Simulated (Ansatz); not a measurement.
## How many bands does the GW gap of BaTiO3 (P4mm) need?

Aim: see how the G0W0 gap of BaTiO3 (P4mm) on PBE moves with empty bands and screening cutoff, and what each rung costs.

Calculated with Ansatz 0.2.0; G0W0 on PBE, plane waves, PAW.

The database entry behind the starting cell differs from later determinations by our own check (c/a about 0.6 % short), so it need not match the best structure at ambient conditions.

## Step 1: Starting point

It takes space group P4mm (No. 99, tetragonal). The conventional cell has a = 4.000 Å, b = 4.000 Å, c = 4.018 Å, α = 90.00°, β = 90.00°, γ = 90.00°. Ba has 12 O at 2.79 to 2.88 Å nearest. Nearest to Ti lie 6 O at 1.89 to 2.13 Å. Nearest to O lie 2 Ti at 1.89 to 2.13 Å and 4 Ba at 2.83 Å. Nearest to O lie 2 Ti at 2.00 Å and 4 Ba at 2.79 to 2.88 Å. Farther neighbours and most contacts between anions are not listed.

Structure file:

```cif
data_structure
_symmetry_space_group_name_H-M 'P 1'
_symmetry_Int_Tables_number 1
_cell_length_a 3.9998
_cell_length_b 3.9998
_cell_length_c 4.0180
_cell_angle_alpha 90.000
_cell_angle_beta 90.000
_cell_angle_gamma 90.000
_cell_volume 64.28
loop_
_atom_site_label
_atom_site_type_symbol
_atom_site_fract_x
_atom_site_fract_y
_atom_site_fract_z
_atom_site_occupancy
Ba1 Ba 0.00000 0.00000 0.00000 1
Ti2 Ti 0.50000 0.50000 0.49000 1
O3 O 0.50000 0.50000 0.01900 1
O4 O 0.50000 0.00000 0.51700 1
O5 O 0.00000 0.50000 0.51700 1
```

The cell and positions come from the Crystallography Open Database and are kept as given unless a step says otherwise. Spin-orbit coupling is left out unless a step names it.

## Step 2: 168 empty bands, screening to 110 eV

G0W0 replaces the xc potential by the self-energy, built once from these orbitals. Only a window of levels is corrected, while the sums run over the empty bands that the input names. This step takes hard PAW files.

input.yaml reads:

```yaml
crystal:
  lattice:
    - [3.9998, 0.0, 0.0]
    - [0.0, 3.9998, 0.0]
    - [0.0, 0.0, 4.018]
  atoms:
    - { symbol: Ba, position: [0.0, 0.0, 0.0] }
    - { symbol: Ti, position: [0.5, 0.5, 0.49] }
    - { symbol: O, position: [0.5, 0.5, 0.019] }
    - { symbol: O, position: [0.5, 0.0, 0.517] }
    - { symbol: O, position: [0.0, 0.5, 0.517] }
kpoints:
  mp_grid: { grid: [6, 6, 6] }
hamiltonian:
  xc: pbe
  pseudopotentials: { kind: paw, source: ansatz }
scf:
  occupations: { method: fixed }
gw:
  n_empty_bands: 168
  ecut_chi: 110.0
  qp_bands: [v2, c2]
  qp_kpoints: band_edges
  screening: { model: contour_deformation }
```

The run is started by

```console
$ ansatz run input.yaml --threads 4 --pin off --max-ram 138240MiB --backend cuda --events-out ev --progress --plain --runs-dir out --devices 1 --max-vram 26GiB
```

Numbers of over 12 decimals in the logs are rounded to 6 here.

The program printed:

```text
GPUs: using 1 of 1 available (devices: 1).
Engine: ansatz 0.2.0, x86_64-unknown-linux-gnu
Pseudopotentials: kind: paw
Pseudopotential: Ba, paw, valence charge 10, recommended cutoff 300 eV (normal), Ba.paw.azcp
Pseudopotential: Ti, paw, valence charge 12, recommended cutoff 740 eV (normal), Ti.paw.azcp
Pseudopotential: O, paw, valence charge 6, recommended cutoff 930 eV (normal), O.paw.azcp
Functional definition: PBE
  parameter kappa = 0.804
  parameter beta = 0.066725
  exchange = pbe_x(kappa = kappa, mu = beta*pi^2/3)
  correlation = pbe_c(beta = beta)
device memory: the entry about to start is reckoned to put 2.8 GiB on a device that reports 55.9 GiB free (of which the cap on the GPU budget leaves the run 26.0 GiB)
GPU FFT provider: cuFFT
GPU libraries: cuBLAS 13.8.2, cuFFT 12.4.0, cuSOLVER 12.3.4
Crystal: 5 atoms, lattice volume = 64.282 Å³
Basis set: ecut = 930 eV, 4115 PW (Γ)
Bands: 25, of which v1, the nominal top of the filled ones, is band 20 counted from 1 (19 counted from 0)
Symmetry: 8 space group operations
Space group: P4mm (ITA 99), of the structure as read, at distance tolerance 4.0e-5 Å
k-points: 40 of 216 (time reversal used)
Non-local potential: Ba, projectors of the file, l = 0: 3, l = 1: 2, l = 2: 2, l = 3: 2
Non-local potential: Ti, projectors of the file, l = 0: 2, l = 1: 2, l = 2: 2, l = 3: 1
Non-local potential: O, projectors of the file, l = 0: 2, l = 1: 2, l = 2: 1
PAW form: soft (Blöchl's): semilocal exchange-correlation on the pseudo side does not see the compensation charge
PAW one-centre angular grid: Ba, 194 points (default); XC on 64 Gauss nodes
PAW one-centre angular grid: Ti, 590 points (default); XC on 64 Gauss nodes
PAW one-centre angular grid: O, 110 points (default); XC on 64 Gauss nodes
Initial density: superposition of atomic densities (chi_scale 0.1, normalization cell, long waves kept (reshape's long-wave potential 0.00 eV rms))
Initial wavefunctions: pseudopotential atomic-orbital guess
GPU buffer pool allocated for 91125 grid points (all kernels)
GPU transforms: local potential and band sums: pruned to the plane-wave sphere, on 45×45×45
Functional: x = pbe(κ = 0.804, μ = 0.219515), c = pbe(β = 0.066725)
SCF iter   1: F=—  HF=-10146.709587 eV  |F-HF|=—  |Δ(HF+E_count)|=         —  Δρ=9.37e-2  dr2=7.59e0  ethr=3.10e-3  ⟨swp⟩=4.1  Hψ=3962  notcnv=0  defer=57
preconditioner: auto → Resta (q_TF=auto, 2.521 Å⁻¹)  ε∞=4.5  [insulator: Δε(μ)=4.119 eV  Ē_g=13.914 eV  n_scr=18 (ndim 8)  ℏωp=26.2 eV  f_vac=0.002  ε∞_Penn≈4.5]
SCF iter   2: F=—  HF=-10144.855394 eV  |F-HF|=—  |Δ(HF+E_count)|=    1.85e0  Δρ=5.43e-2  dr2=1.06e0  ethr=3.10e-3  ⟨swp⟩=3.5  Hψ=2423  notcnv=0  defer=84
SCF iter   3: F=—  HF=-10144.648715 eV  |F-HF|=—  |Δ(HF+E_count)|=   2.07e-1  Δρ=2.22e-2  dr2=3.39e-1  ethr=2.65e-3  ⟨swp⟩=2.0  Hψ=1738  notcnv=0  defer=80
SCF iter   4: F=—  HF=-10144.594704 eV  |F-HF|=—  |Δ(HF+E_count)|=   5.40e-2  Δρ=9.86e-3  dr2=5.21e-2  ethr=8.47e-4  ⟨swp⟩=2.5  Hψ=1472  notcnv=0  defer=102
SCF iter   5: F=—  HF=-10144.593510 eV  |F-HF|=—  |Δ(HF+E_count)|=   1.19e-3  Δρ=5.81e-3  dr2=2.89e-2  ethr=1.30e-4  ⟨swp⟩=3.0  Hψ=2326  notcnv=0  defer=113
SCF iter   6: F=—  HF=-10144.589568 eV  |F-HF|=—  |Δ(HF+E_count)|=   3.94e-3  Δρ=2.22e-3  dr2=3.87e-3  ethr=7.22e-5  ⟨swp⟩=2.0  Hψ=1346  notcnv=0  defer=111
SCF iter   7: F=—  HF=-10144.589137 eV  |F-HF|=—  |Δ(HF+E_count)|=   4.31e-4  Δρ=8.28e-4  dr2=5.23e-4  ethr=9.66e-6  ⟨swp⟩=2.8  Hψ=1459  notcnv=0  defer=116
SCF iter   8: F=—  HF=-10144.589101 eV  |F-HF|=—  |Δ(HF+E_count)|=   3.58e-5  Δρ=5.37e-4  dr2=2.41e-4  ethr=1.31e-6  ⟨swp⟩=1.0  Hψ=960  notcnv=0  defer=81
SCF iter   9: F=—  HF=-10144.589065 eV  |F-HF|=—  |Δ(HF+E_count)|=   3.60e-5  Δρ=1.73e-4  dr2=2.51e-5  ethr=6.02e-7  ⟨swp⟩=1.9  Hψ=1021  notcnv=0  defer=44
SCF iter  10: F=—  HF=-10144.589061 eV  |F-HF|=—  |Δ(HF+E_count)|=   4.08e-6  Δρ=1.62e-5  dr2=2.35e-7  ethr=6.29e-8  ⟨swp⟩=1.2  Hψ=1013  notcnv=0  defer=40
SCF iter  11: F=-10144.589061 eV  HF=-10144.589061 eV  |F-HF|=1.27e-10  |Δ(HF+E_count)|=   2.08e-8  Δρ=1.10e-6  dr2=3.16e-10  ethr=2.50e-10  ⟨swp⟩=9.8  Hψ=4043  notcnv=0
SCF 1 converged in 11 iterations: F = -10144.589061 eV  dr2 = 3.16e-10
  greatest PAW one-centre occupation: 0.931 electrons in one spin orbital (limit 2), on the Ti atom at site 1 (counted from 0), in its partial waves of l = 0
device memory: the entry about to start is reckoned to put 2.9 GiB (of the 3.2 GiB reckoned in all, the device holds 0.3 GiB already) on a device that reports 55.6 GiB free (of which the cap on the GPU budget leaves the run 25.7 GiB)
NSCF: frozen V_eff on 40 k-points, pencils in batches of 32, up to order 100
the band table was solved once the SCF had ended and its energy, with any forces and stress, was formed, with the checks that follow a solve (4626 applications of the Hamiltonian). They found nothing against the state; the energy, forces and stress were not computed again (output.eigenvalues in the input reference)
device memory: the entry about to start is reckoned to put 6.5 GiB on a device that reports 55.9 GiB free (of which the cap on the GPU budget leaves the run 26.0 GiB)
NSCF: frozen V_eff on 40 k-points
G₀W₀ screening: q 1/40
[... further progress lines ...]
SCF converged after 11 iterations
Free energy (F): -10144.589061 eV
Harris-Foulkes:  -10144.589061 eV  (|F-HF|=1.27e-10)
Internal energy: -10144.589061 eV  (E = F + TS)
E sigma→0 (E₀):  -10144.589061 eV
Fermi energy:    10.325022 eV
--- Per-component energies (eV) ---
  E_band       = -140.544678
  E_kinetic    = 1425.728335
  E_local      = -3000.432953  (includes V_loc(G=0)·N_el)
  E_nonlocal   = 645.289431
  E_hartree    = 836.280631
  E_xc         = -827.135099
  E_vxc        = -782.404375  (∫ρ·V_xc dr)
  E_paw        = -6407.941457  (= ΣΔE_a)
  E_vpaw       = -101.286018  (= ΣTr[D̂ρ^β])
  E_aug_tail   = -0.000011  (compensation charges beyond the density's cutoff)
  E_ewald      = -2816.377938
  E_smearing   = -0.000000  (= −TS)
  E_closure    = -0.000000  (closes the sum)
  Σ components = -10144.589061   (vs F -10144.589061, Δ=0.00e0)
--- Band table (eV; the first three rows and the last of 40) ---
  k-point 0: bands = [... 16 lower, 9.1709, 10.0563, 10.0710, 10.0710, 12.1551, 12.3664, 12.3664, 14.3479, ... 1 higher]
  k-point 1: bands = [... 16 lower, 8.9613, 9.5051, 9.9542, 9.9542, 12.1860, 12.8030, 12.8030, 14.3470, ... 1 higher]
  k-point 2: bands = [... 16 lower, 8.5950, 8.7327, 9.7494, 9.7494, 12.2498, 13.5621, 13.5621, 14.3474, ... 1 higher]
  k-point 39: bands = [... 16 lower, 7.9685, 10.2417, 10.2417, 10.3250, 14.5298, 14.5298, 14.5315, 16.9633, ... 1 higher]
--- G₀W₀: contour deformation, 7 samples at zero and on the imaginary axis and 2 off it, 216 q-points, 168 empty bands' worth ---
  eigenvalues of the whole cell's RPA ε∞ on this k-mesh (on a slab, of 1 + 4πα/V) = 5.9058, 6.2936, 6.2936; static W/v taken at q = 0 is 0.162225
  bands read: the sum over 188 bands ends inside a degenerate multiplet in 2 slots, whose members it reads at an even weight; the widest, k=2: bands 188 to 189 (counted from 1) at 1/2 each
  gw.qp_kpoints: band_edges: 28 of 40 stored k-points solved, in 1 pass; an edge of the gap read off the rows below is read off those points alone
    valence top: of the k-points left out ik 5 came nearest to being solved in a further pass, in band 20 (counted from 1, as in the quasiparticle table): it holds the edge there only if its correction is more favourable than any solved in that band by at least 0.487 eV; those differ by 0.069 eV
    conduction bottom: of the k-points left out ik 5 came nearest to being solved in a further pass, in band 21 (counted from 1, as in the quasiparticle table): it holds the edge there only if its correction is more favourable than any solved in that band by at least 0.505 eV; those differ by 0.093 eV
    ik  band        ε_KS         Σx   Σc(E_QP)       V_xc       Z   E_QP_lin       E_QP  E_QP is
     0    19     10.0710   -25.6242     4.3037   -21.1257  0.7250     9.8754     9.8761  root
     0    20     10.0710   -25.6242     4.3037   -21.1257  0.7250     9.8754     9.8761  root
     0    21     12.1551   -12.6263    -6.3850   -20.2359  0.7343    13.4107    13.3798  root
     0    22     12.3664   -13.1089    -6.0863   -20.4178  0.7329    13.6200    13.5890  root
     1    19      9.9542   -25.6236     4.3896   -21.0246  0.7236     9.7440     9.7448  root
     1    20      9.9542   -25.6236     4.3896   -21.0246  0.7236     9.7440     9.7448  root
     1    21     12.1860   -12.6869    -6.4309   -20.3534  0.7330    13.4535    13.4216  root
     1    22     12.8030   -13.7357    -6.1586   -21.1398  0.7223    14.0845    14.0486  root
     2    19      9.7494   -25.6430     4.5485   -20.8550  0.7216     9.5088     9.5099  root
     2    20      9.7494   -25.6430     4.5485   -20.8550  0.7216     9.5088     9.5099  root
     2    21     12.2498   -12.8175    -6.5282   -20.6041  0.7302    13.5422    13.5082  root
     2    22     13.5621   -14.4614    -6.6316   -22.3928  0.7009    14.9130    14.8619  root
     3    19      9.6587   -25.6765     4.6287   -20.7933  0.7210     9.4029     9.4042  root
     3    20      9.6587   -25.6765     4.6287   -20.7933  0.7210     9.4029     9.4042  root
     3    21     12.2826   -12.8878    -6.5797   -20.7380  0.7287    13.5882    13.5530  root
     3    22     13.9140   -14.7447    -6.9451   -23.0107  0.6892    15.2965    15.2349  root
     4    19      9.8556   -25.2925     4.1409   -20.9603  0.7242     9.6635     9.6642  root
     4    20      9.9489   -25.8060     4.4464   -21.1527  0.7240     9.7412     9.7421  root
     4    21     12.3884   -13.1535    -6.1311   -20.5152  0.7319    13.6507    13.6190  root
     4    22     12.6642   -13.5836    -6.2565   -21.0704  0.7223    13.9294    13.8945  root
     8    19      9.5487   -25.3130     4.2925   -20.7916  0.7218     9.3188     9.3198  root
     8    20      9.6477   -25.7090     4.5311   -20.9434  0.7212     9.4120     9.4131  root
     8    21     12.4457   -13.2052    -6.2887   -20.7519  0.7291    13.7381    13.7038  root
     8    22     13.4845   -14.4351    -6.6434   -22.3517  0.7000    14.8070    14.7577  root
[...]
38    19      9.9645   -25.4194     4.8212   -20.3409  0.7139     9.7057     9.7071  root
    38    20     10.3128   -25.8231     4.8589   -20.7503  0.7141    10.0980    10.0989  root
    38    21     14.3529   -14.7025    -7.3971   -23.4130  0.6761    15.7378    15.6663  root
    38    22     14.3529   -14.7025    -7.3971   -23.4130  0.6761    15.7378    15.6663  root
    39    19     10.2417   -25.8209     4.8358   -20.7632  0.7156    10.0188    10.0198  root
    39    20     10.3250   -25.8519     4.8574   -20.7851  0.7143    10.1147    10.1156  root
    39    21     14.5298   -14.7147    -7.6203   -23.6522  0.6693    15.9237    15.8470  root
    39    22     14.5298   -14.7147    -7.6203   -23.6522  0.6693    15.9237    15.8470  root
```

Wall time 84 s (1 × NVIDIA H100 80GB HBM3 (shared by 3 runs) with 4 threads of AMD EPYC 7R13 (Zen 3), shared host); peak memory 1.9 GiB.

The column dr2 measures how far the density is from self-consistency, as an energy; F and HF (Harris–Foulkes) agree once it is small.

This step gave:

- bands summed: 188
- RPA ε∞ on this mesh (eigenvalues): 5.906, 6.294, 6.294
- plane waves in the screening matrix: 171
- q-points in the mesh: 216
- G0W0 gap on the mesh: 3.264 eV
- k of the valence top: -0.5, -0.5, -0.5
- k of the conduction bottom: 0, 0, 0
- starting gap on the mesh: 1.830 eV
- Z at the valence top: 0.7143
- Z at the conduction bottom: 0.7343
- least direct G0W0 gap on the computed points: 3.504 eV

The gap on the mesh goes from 1.83 eV to 3.26 eV, a correction of +1.43 eV. Between the two edge states, bare exchange in place of the xc potential would open the gap by 12.68 eV, and correlation takes back 11.24 eV.

## Step 3: 382 empty bands, screening to 190 eV

Another rung: the empty bands reach about as high as the screening cutoff, so the two stay in balance.

input.yaml: that of step 2 with these lines changed.

```diff
@@ -19,4 +19,4 @@
 gw:
-  n_empty_bands: 168
-  ecut_chi: 110.0
+  n_empty_bands: 382
+  ecut_chi: 190.0
   qp_bands: [v2, c2]
```

The program printed:

```text
GPUs: using 1 of 1 available (devices: 1).
[...]
GPU FFT provider: cuFFT
GPU libraries: cuBLAS 13.8.2, cuFFT 12.4.0, cuSOLVER 12.3.4
Crystal: 5 atoms, lattice volume = 64.282 Å³
Basis set: ecut = 930 eV, 4115 PW (Γ)
Bands: 25, of which v1, the nominal top of the filled ones, is band 20 counted from 1 (19 counted from 0)
Symmetry: 8 space group operations
[...]
k-points: 40 of 216 (time reversal used)
[...]
GPU buffer pool allocated for 91125 grid points (all kernels)
[...]
SCF iter   1: F=—  HF=-10146.709587 eV  |F-HF|=—  |Δ(HF+E_count)|=         —  Δρ=9.37e-2  dr2=7.59e0  ethr=3.10e-3  ⟨swp⟩=4.1  Hψ=3962  notcnv=0  defer=57
[...]
SCF iter  11: F=-10144.589061 eV  HF=-10144.589061 eV  |F-HF|=1.27e-10  |Δ(HF+E_count)|=   2.08e-8  Δρ=1.10e-6  dr2=3.16e-10  ethr=2.50e-10  ⟨swp⟩=9.8  Hψ=4043  notcnv=0
SCF 1 converged in 11 iterations: F = -10144.589061 eV  dr2 = 3.16e-10
[...]
NSCF: frozen V_eff on 40 k-points, pencils in batches of 32, up to order 100
[...]
NSCF: frozen V_eff on 40 k-points
G₀W₀ screening: q 1/40
[... further progress lines ...]
SCF converged after 11 iterations
Free energy (F): -10144.589061 eV
[...]
Internal energy: -10144.589061 eV  (E = F + TS)
E sigma→0 (E₀):  -10144.589061 eV
Fermi energy:    10.325022 eV
[...]
--- Band table (eV; the first three rows and the last of 40) ---
  k-point 0: bands = [... 16 lower, 9.1709, 10.0563, 10.0710, 10.0710, 12.1551, 12.3664, 12.3664, 14.3479, ... 1 higher]
  k-point 1: bands = [... 16 lower, 8.9613, 9.5051, 9.9542, 9.9542, 12.1860, 12.8030, 12.8030, 14.3470, ... 1 higher]
  k-point 2: bands = [... 16 lower, 8.5950, 8.7327, 9.7494, 9.7494, 12.2498, 13.5621, 13.5621, 14.3474, ... 1 higher]
  k-point 39: bands = [... 16 lower, 7.9685, 10.2417, 10.2417, 10.3250, 14.5298, 14.5298, 14.5315, 16.9633, ... 1 higher]
[...]
0    19     10.0710   -25.6242     4.0024   -21.1257  0.7199     9.5699     9.5749  root
     0    20     10.0710   -25.6242     4.0024   -21.1257  0.7199     9.5699     9.5749  root
     0    21     12.1551   -12.6263    -6.6396   -20.2359  0.7309    13.1438    13.1251  root
     0    22     12.3664   -13.1089    -6.3478   -20.4178  0.7295    13.3458    13.3275  root
     1    19      9.9542   -25.6236     4.0920   -21.0246  0.7185     9.4418     9.4472  root
     1    20      9.9542   -25.6236     4.0920   -21.0246  0.7185     9.4418     9.4472  root
     1    21     12.1860   -12.6869    -6.6871   -20.3534  0.7295    13.1849    13.1655  root
     1    22     12.8030   -13.7357    -6.4323   -21.1398  0.7186    13.7957    13.7748  root
[...]
39    19     10.2417   -25.8209     4.5483   -20.7632  0.7102     9.7265     9.7323  root
    39    20     10.3250   -25.8519     4.5713   -20.7851  0.7087     9.8240     9.8295  root
    39    21     14.5298   -14.7147    -7.9147   -23.6522  0.6643    15.5961    15.5526  root
    39    22     14.5298   -14.7147    -7.9147   -23.6522  0.6643    15.5961    15.5526  root
```

Run time: 3.1 min. Hardware: 1 × NVIDIA H100 80GB HBM3 (shared by 3 runs) with 4 threads; peak memory 3.4 GiB; 5.8 min of CPU time.

This step gave:

```yaml
bands_summed: 402
rpa_eps_infinity_on_this_mesh_eigenvalues: 5.885, 6.271, 6.271
plane_waves_in_the_screening_matrix: 389
q_points_in_the_mesh: 216
g0w0_gap_on_the_mesh: 3.296 eV
k_of_the_valence_top: -0.5, -0.5, -0.5
k_of_the_conduction_bottom: 0, 0, 0
starting_gap_on_the_mesh: 1.830 eV
z_at_the_valence_top: 0.7087
z_at_the_conduction_bottom: 0.7309
least_direct_g0w0_gap_on_the_computed_points: 3.550 eV
```

Against the run with 6×6×6 mesh, 168 empty bands, screening to 110 eV, hard PAW files, the gap moves by +0.03 eV.

(Continued in part 2 of 2.)

[Paths, hosts, dates, memory and timing lines, banners, echoed tables and standing remarks are left out of the program output.]

[Logs are printed without paths, hosts, clocks, repeated set-up lines and the standing remarks that a program may print on its own settings, such as how far it seeks lower states.]

[Runs of the session that timed out or met a known fault of the program may be left out.]

[Cells called generated may have been cut or substituted from an entry of the Crystallography Open Database or the Materials Project.]

[Hosts, paths, dates, database ids (printed as entryN), source tags and the programs' standing remarks are cut or masked in the printed files.]
